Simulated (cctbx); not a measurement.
## Te4Mo2W across an absorption edge

Space group C2/m (no. 12), a = 14.4800 Å, b = 3.6120 Å, c = 6.7030 Å, α = 90.00°, β = 113.98°, γ = 90.00°.

```
atom  mult.       x    y       z  Ueq (Å²)
  W1      2       0    0       0    0.0029
 Te1      4  0.3604    0  0.0201    0.0038
 Te2      4  0.1053    0  0.4544    0.0036
 Mo1      4  0.2454  1/2  0.6858    0.0032
```

The model was made for the exercise: a known structure type with other elements put in, its volume estimated, not relaxed; displacement parameters are assumed.

Calculated with cctbx: free-atom f′ and f″ from the Sasaki tables, no fine structure; amplitudes in electrons.

| E (eV) | F 2 0 2 | F 4 0 2 | F 2 0 1 | F 1 1 0 |
| --- | --- | --- | --- | --- |
| 9607 | 319.6 | 192.6 | 78.3 | 138.1 |
| 9957 | 315.8 | 195.9 | 74.6 | 134.5 |
| 10087 | 312.6 | 198.8 | 71.5 | 131.4 |
| 10147 | 309.9 | 201.5 | 68.8 | 128.7 |
| 10177 | 307.1 | 204.2 | 65.9 | 125.9 |
| 10192 | 304.2 | 207.0 | 63.1 | 123.0 |
| 10199 | 301.7 | 209.5 | 60.5 | 120.5 |
| 10203 | 299.0 | 212.2 | 57.8 | 117.8 |
| 10211 | 299.5 | 212.2 | 58.7 | 118.7 |
| 10215 | 302.7 | 209.0 | 61.8 | 121.9 |
| 10222 | 305.4 | 206.2 | 64.5 | 124.6 |
| 10237 | 308.4 | 203.2 | 67.5 | 127.6 |
| 10267 | 311.4 | 200.2 | 70.4 | 130.5 |
| 10357 | 315.0 | 196.4 | 74.1 | 134.2 |
| 10607 | 318.7 | 192.2 | 77.9 | 138.1 |

**Question.** Which edge is crossed, and why do the reflections move as they do?

The L3 edge of W. The edge is at 10207 eV. f′ of W falls from -12.1 e at 10087 eV to -19.0 e at 4 eV below it, and f″ steps from 3.80 to 10.48 e across it. Over that approach |F| changes by -4 % (2 0 2), +7 % (4 0 2), -19 % (2 0 1) and -10 % (1 1 0): a reflection falls where W scatters in phase with the total and rises where it scatters against it; it hardly moves where the W term is small or cancels by symmetry. Above the edge the larger f″ enters the imaginary part, where it can add to or cancel the other atoms' f″. The structure is centrosymmetric, so Friedel mates stay equal.

[Logs are printed without paths, hosts, clocks, repeated set-up lines and the standing remarks that a program may print on its own settings, such as how far it seeks lower states.]
